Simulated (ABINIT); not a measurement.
**Quasiparticle gap of SiC (F-43m) in ABINIT**

Aim: the G0W0 gap of SiC (F-43m) on PBE, step by step.

Main program and level: ABINIT 10.8.3; PBE and many-body steps on it, plane waves.

**The experiments to reproduce.**

- Gap 2.4 eV: Tauc optical (indirect) gap of annealed polycrystalline 3C-SiC; UV-VIS spectroscopic ellipsometry, Tauc analysis; film (CVD ultrathin polycrystalline film, annealed, about 5 nm grains) (“On-Demand CMOS-Compatible Fabrication of Ultrathin Self-Aligned SiC Nanowire Arrays”, 2018, pmc:6267454).

- Gap 2.39 eV: band gap at cryogenic temperature; bulk crystal (literature value) (quoted in “Silicon carbide diodes for neutron detection”, 2020, arxiv:2009.14696).

## 1. The system as given

Symmetry: F-43m, No. 216, cubic system. The conventional cell has a = 4.358 Å, b = 4.358 Å, c = 4.358 Å, α = 90.00°, β = 90.00°, γ = 90.00°. Si has 4 C at 1.89 Å nearest. Nearest to C lie 4 Si at 1.89 Å. Farther neighbours, and contacts between anions beyond the nearest, are not listed.

The cell and positions come from the Crystallography Open Database and are kept as given unless a step says otherwise.

## 2. Ground state

This step: ABINIT 10.8.3; DFT, PBE, plane waves, norm-conserving pseudopotentials.

The ground-state density comes first.

The input, run.abi:

```
acell 3*1.0 Angstrom
rprim 
  -0.000000000000 2.179000000000 2.179000000000
  2.179000000000 -0.000000000000 2.179000000000
  2.179000000000 2.179000000000 -0.000000000000
ntypat 2
znucl 14 6
natom 2
typat 1 2
xred 
  0.000000000000 0.000000000000 0.000000000000
  0.250000000000 0.250000000000 0.250000000000
pp_dirpath "pseudos"
pseudos "Si.upf, C.upf"
ecut 37
ngkpt 8 8 8
nshiftk 1
shiftk 0 0 0
kptopt 1
chksymbreak 0
nband 9
occopt 1
tolvrs 1e-10
nstep 60
prtwf 0
optforces 0
optstress 0
indata_prefix "in"
outdata_prefix "out"
tmpdata_prefix "tmp"
```

The run is started by

```sh
> OMP_NUM_THREADS=1 mpirun -n 4 abinit run.abi > log
```

What it wrote:

```text
.Version 10.8.3 of ABINIT. v10.8.2 released Aug 2026.

 Symmetries : space group F-4 3 m (#216); Bravais cF (face-center cubic)
================================================================================
 Values of the parameters that define the memory need of the present run
     intxc =       0    ionmov =       0      iscf =       7    lmnmax =       6
     lnmax =       6     mgfft =      32  mpssoang =       3    mqgrid =    3001
     natom =       2  nloc_mem =       1    nspden =       1   nspinor =       1
    nsppol =       1      nsym =      24    n1xccc =    2501    ntypat =       2
    occopt =       1   xclevel =       2
-    mband =           9        mffmem =           1         mkmem =           8
       mpw =        1514          nfft =       32768          nkpt =          29
================================================================================
  Rough estimation (10% accuracy) of disk space for files :
================================================================================

--------------------------------------------------------------------------------
------------- Echo of variables that govern the present computation ------------
--------------------------------------------------------------------------------
 -outvars: echo values of preprocessed input variables --------
            acell      1.8897261259E+00  1.8897261259E+00  1.8897261259E+00 Bohr

      chksymbreak           0
             ecut      3.70000000E+01 Hartree
-          fftalg         312

              ixc     -101130
              kpt      0.00000000E+00  0.00000000E+00  0.00000000E+00
                       1.25000000E-01  0.00000000E+00  0.00000000E+00
                       2.50000000E-01  0.00000000E+00  0.00000000E+00
                       3.75000000E-01  0.00000000E+00  0.00000000E+00
                       5.00000000E-01  0.00000000E+00  0.00000000E+00
                       1.25000000E-01  1.25000000E-01  0.00000000E+00
                       2.50000000E-01  1.25000000E-01  0.00000000E+00
                       3.75000000E-01  1.25000000E-01  0.00000000E+00
                       5.00000000E-01  1.25000000E-01  0.00000000E+00
   [... 18 further rows ...]
                      -3.75000000E-01  5.00000000E-01  1.25000000E-01
                      -2.50000000E-01  5.00000000E-01  2.50000000E-01
         kptrlatt        8    0    0      0    8    0      0    0    8
          kptrlen      4.65866071E+01
P           mkmem           8
            natom           2
            nband           9
            ngfft          32      32      32
             nkpt          29
            nstep          60
             nsym          24
           ntypat           2
              occ      2.000000  2.000000  2.000000  2.000000  0.000000  0.000000
[...]
optforces           0
        optstress           0
            prtwf           0
            rprim     -0.0000000000E+00  2.1790000000E+00  2.1790000000E+00
[...]
spgroup         216

           tolvrs      1.00000000E-10

             xred      0.0000000000E+00  0.0000000000E+00  0.0000000000E+00
[...]
znucl       14.00000    6.00000

================================================================================

 chkinp: Checking input parameters for consistency.

================================================================================
== DATASET  1 ==================================================================
-   mpi_nproc: 4, omp_nthreads: 1 (-1 if OMP is not activated)

--- !DatasetInfo
iteration_state: {dtset: 1, }
dimensions: {natom: 2, nkpt: 29, mband: 9, nsppol: 1, nspinor: 1, nspden: 1, mpw: 1514, }
cutoff_energies: {ecut:  37.0, pawecutdg:  -1.0, }
electrons: {nelect:   8.00000000E+00, charge:   0.00000000E+00, occopt:   1.00000000E+00, tsmear:   1.00000000E-02, }

 Real(R)+Recip(G) space primitive vectors, cartesian coordinates (Bohr,Bohr^-1):
 R(1)=  0.0000000  4.1177132  4.1177132  G(1)= -0.1214266  0.1214266  0.1214266
 R(2)=  4.1177132  0.0000000  4.1177132  G(2)=  0.1214266 -0.1214266  0.1214266
 R(3)=  4.1177132  4.1177132  0.0000000  G(3)=  0.1214266  0.1214266 -0.1214266
 Unit cell volume ucvol=  1.3963629E+02 bohr^3
 Angles (23,13,12)=  6.00000000E+01  6.00000000E+01  6.00000000E+01 degrees

 getcut: wavevector=  0.0000  0.0000  0.0000  ngfft=  32  32  32
         ecut(hartree)=     37.000   => boxcut(ratio)=   2.00684

--- Pseudopotential description ------------------------------------------------
- Si Generated using ONCVPSP code by D. R. Hamann
- 14.00000   4.00000  171031                  znucl, zion, pspdat
12 -101130 2 -1 1510                          pspcod,pspxc,lmax,lloc,mmax
     nproj     2     2     2
  pspatm : epsatm=    9.34321561
         --- l  ekb(1:nproj) -->
[...]
pspatm: atomic psp has been read  and splines computed

- C Generated using ONCVPSP code by D. R. Hamann
-  6.00000   4.00000  171031                  znucl, zion, pspdat
12 -101130 1 -1 1248                          pspcod,pspxc,lmax,lloc,mmax
     nproj     2     2     0
  pspatm : epsatm=    4.31346680
         --- l  ekb(1:nproj) -->
[...]
1   -4.199961   -0.877517
 pspatm: atomic psp has been read  and splines computed

   1.09253459E+02                                ecore*ucvol(ha*bohr**3)
--------------------------------------------------------------------------------

_setup2: Arith. and geom. avg. npw (full set) are    1500.803    1500.779

================================================================================

--- !BeginCycle
iteration_state: {dtset: 1, }
solver: {iscf: 7, nstep: 60, nline: 4, wfoptalg: 0, }
tolerances: {tolvrs: 1.00E-10, }

     iter   Etot(hartree)      deltaE(h)  residm     vres2
 ETOT  1  -10.168910    -1.017E+01 1.492E-01 3.560E+02
 ETOT  2  -10.231492    -6.258E-02 4.611E-03 1.493E+02
 ETOT  3  -10.269768    -3.828E-02 1.428E-01 1.358E-01
 ETOT  4  -10.269787    -1.945E-05 4.462E-02 3.686E-03
 ETOT  5  -10.269787    -2.473E-07 7.191E-05 1.612E-04
 ETOT  6  -10.269787    -1.631E-08 1.202E-03 9.974E-07
 ETOT  7  -10.269787    -1.217E-10 5.882E-03 9.720E-09
 ETOT  8  -10.269787    -9.184E-13 2.099E-03 2.203E-10
 ETOT  9  -10.269787    -6.217E-14 3.861E-03 3.480E-12

 At SCF step    9       vres2   =  3.48E-12 < tolvrs=  1.00E-10 =>converged.

--- !ResultsGS
iteration_state: {dtset: 1, }
comment   : Summary of ground state results
lattice_vectors:
- [ -0.0000000,   4.1177132,   4.1177132, ]
- [  4.1177132,  -0.0000000,   4.1177132, ]
- [  4.1177132,   4.1177132,  -0.0000000, ]
lattice_lengths: [   5.82333,    5.82333,    5.82333, ]
lattice_angles: [ 60.000,  60.000,  60.000, ] # degrees, (23, 13, 12)
lattice_volume:   1.3963629E+02
convergence: {deltae: -6.217E-14, res2:  3.480E-12, residm:  3.861E-03, diffor:  0.000E+00, }
etotal    :  -1.02697872E+01
entropy   :   0.00000000E+00
fermie    :   2.51183540E-01
cartesian_stress_tensor: null
pressure_GPa: null
xred      :
- [  0.0000E+00,   0.0000E+00,   0.0000E+00, Si]
- [  2.5000E-01,   2.5000E-01,   2.5000E-01,  C]
cartesian_forces: null
force_length_stats: {min: null, max: null, mean: null, }

 Integrated electronic density in atomic spheres:
 ------------------------------------------------
 Atom  Sphere_radius  Integrated_density
    1        2.00000          1.92719290
    2        2.00000          4.23371404
================================================================================

 ----iterations are completed or convergence reached----

 Mean square residual over all n,k,spin=   14.795E-06; max=  38.608E-04
 reduced coordinates (array xred) for    2 atoms
       0.000000      0.000000      0.000000
       0.250000      0.250000      0.250000
 rms dE/dt=  0.0000E+00; max dE/dt=  0.0000E+00; dE/dt below (all hartree)
    1       0.000000      0.000000      0.000000
    2       0.000000      0.000000      0.000000

 cartesian coordinates (angstrom) at end:
    1      0.000000     0.000000     0.000000
    2      1.089500     1.089500     1.089500
 length scales=  1.889726  1.889726  1.889726 bohr
              =  1.000000  1.000000  1.000000 angstroms
 prteigrs : about to open file out_EIG
 Fermi (or HOMO) energy (hartree) =   0.25118   Average Vxc (hartree)=  -0.41495
 Eigenvalues (hartree) for nkpt=  29  k points:
 kpt#   1, nband=  9, wtk=  0.00195, kpt=  0.0000  0.0000  0.0000 (reduced coord)
  -0.31511    0.25118    0.25118    0.25118    0.47989    0.51987    0.51987    0.51987
   0.78510
 prteigrs : prtvol=0 or 1, do not print more k-points.

--- !EnergyTerms
iteration_state     : {dtset: 1, }
comment             : Components of total free energy in Hartree
kinetic             :  5.890328E+00
hartree             :  1.167001E+00
xc                  : -3.778985E+00
Ewald energy        : -1.046561E+01
psp_core            :  7.824145E-01
local_psp           : -4.125592E+00
non_local_psp       :  2.606568E-01
total_energy        : -1.026979E+01
total_energy_eV     : -2.794551E+02
band_energy         :  2.755668E-01

== END DATASET(S) ==============================================================
================================================================================

 -outvars: echo values of variables after computation  --------
           etotal     -1.0269787227E+01
            nband           9
             nkpt          29
          spgroup         216
 [... the other variables as echoed above ...]

 Calculation completed.
```

Run time: 4.2 s. Hardware: 4 MPI ranks of Arm Neoverse V1, shared host; peak memory 0.28 GiB.

Numbers from this step:

| Quantity | Value |
| --- | --- |
| total energy | -279.4551 eV |
| gap | 1.361 eV |
| k of the valence top | 0, 0, 0 |
| k of the conduction bottom | 0.5, 0.5, 0 |
| least direct gap | 4.553 eV |

The gap is indirect, with the least direct gap 3.19 eV higher.

(Continued in part 2 of 3.)

[Long decimals in the printed logs are rounded to 6 places.]

[Logs are printed without paths, hosts, clocks, repeated set-up lines and the standing remarks that a program may print on its own settings, such as how far it seeks lower states.]

[Paths, hosts, dates, memory and timing lines, banners, echoed tables and standing remarks are left out of the program output; an Ansatz launch command may be rebuilt from the run's recorded settings. Measured values are a selection of at most five: reports struck by readers or far from the other reports are left out. None is set beside runs whose start may be inverted or whose files or cutoffs have a known fault.]

[Runs of the session that timed out or met a known fault of the program may be left out.]

[Hosts, paths, dates, database ids (printed as entryN), source tags and the programs' standing remarks are cut or masked in the printed files.]

[G0W0 gaps are taken among the corrected bands and points alone; a level outside them can change the order at an edge.]

[Where Ansatz stands beside ABINIT at settings called matched, ABINIT's density can come from a denser mesh and the files from another edition; pairs whose starting gaps differed by over 0.03 eV were left out, so agreement reads better than it is.]
